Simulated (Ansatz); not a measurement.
## Quasiparticle gap of WSe2 (P6_3/mmc)

Symmetry: P6_3/mmc, No. 194, hexagonal system. Conventional cell: a = 3.290 Å, b = 3.290 Å, c = 12.970 Å, α = 90.00°, β = 90.00°, γ = 120.00°. W has 6 Se at 2.53 Å nearest. Nearest to Se lie 3 W at 2.53 Å. Farther neighbours and most contacts between anions are not listed.

```
W Se
1.0
     3.29000    0.00000    0.00000
    -1.64500    2.84922    0.00000
     0.00000    0.00000   12.97000
W Se
2 4
Direct
  0.33333 0.66667 0.25000
  0.66667 0.33333 0.75000
  0.33333 0.66667 0.62100
  0.66667 0.33333 0.12100
  0.33333 0.66667 0.87900
  0.66667 0.33333 0.37900
```

| Item | Value |
| --- | --- |
| method | G0W0 on HSE06, plane waves, PAW (and 1 further level or step) |
| program | Ansatz 0.2.0 |
| settings of one run | cutoff 760 eV, 6×6×2 k-mesh, {"kind": "paw", "source": "ansatz"}, empty bands 723, screening cutoff 190 eV, screening contour deformation, QP bands (v2, c2) |
| cost | 2 runs, 4.2 min in all on 1 × NVIDIA H100 80GB HBM3 (shared by 3 runs) with 4 threads of AMD EPYC 7R13 (Zen 3), shared host (the runs of this entry) |
| notes | The database entry behind the starting cell differs from later determinations by our own check (a about 0.2 % long). In doubt: masses and optical values from hybrid runs of this build are listed as unsure (in some of the runs), which bears on the screening that GW takes from such a start. The cell and positions come from the Crystallography Open Database and are kept as given unless a step says otherwise. Limits: no spin-orbit coupling. |
| HSE06 gap over mesh and listed points | 1.446 eV, from k = Γ to k = (0.167, 0.167, 0.000) |
| G0W0@HSE06 gap over 10 of 14 irreducible mesh points | 1.481 eV, from k = Γ to k = (0.167, 0.167, 0.000) |
| HSE06+SOC gap over mesh and listed points | 1.360 eV |
| GW settings | 6×6×2 mesh, 723 empty bands, screening to 190 eV, hard PAW files |
| known limits | finite bands, screening cutoff and k mesh; no spin-orbit coupling in G0W0 |

Over 10 of 14 irreducible mesh points the G0W0 gap is 1.481 eV, from k = Γ to k = (0.167, 0.167, 0.000). The HSE06 gap of this run on the mesh is 1.448 eV. The two states that bound the G0W0 gap lie that far apart at the start, so the correction of the gap is 1.481 − 1.448 = +0.033 eV. The valence state moves by 14.409 − 14.589 = −0.180 eV and the conduction state by 15.891 − 16.038 = −0.147 eV, on the run's own scale; how far single levels stand from their limit in bands is not shown.

[Paths, hosts, dates, memory and timing lines, banners, echoed tables and standing remarks are left out of the program output.]

[Logs are printed without paths, hosts, clocks, repeated set-up lines and the standing remarks that a program may print on its own settings, such as how far it seeks lower states.]

[Runs of the session that timed out or met a known fault of the program may be left out.]

[Cells called generated may have been cut or substituted from an entry of the Crystallography Open Database or the Materials Project.]

[Hosts, paths, dates, database ids (printed as entryN), source tags and the programs' standing remarks are cut or masked in the printed files.]
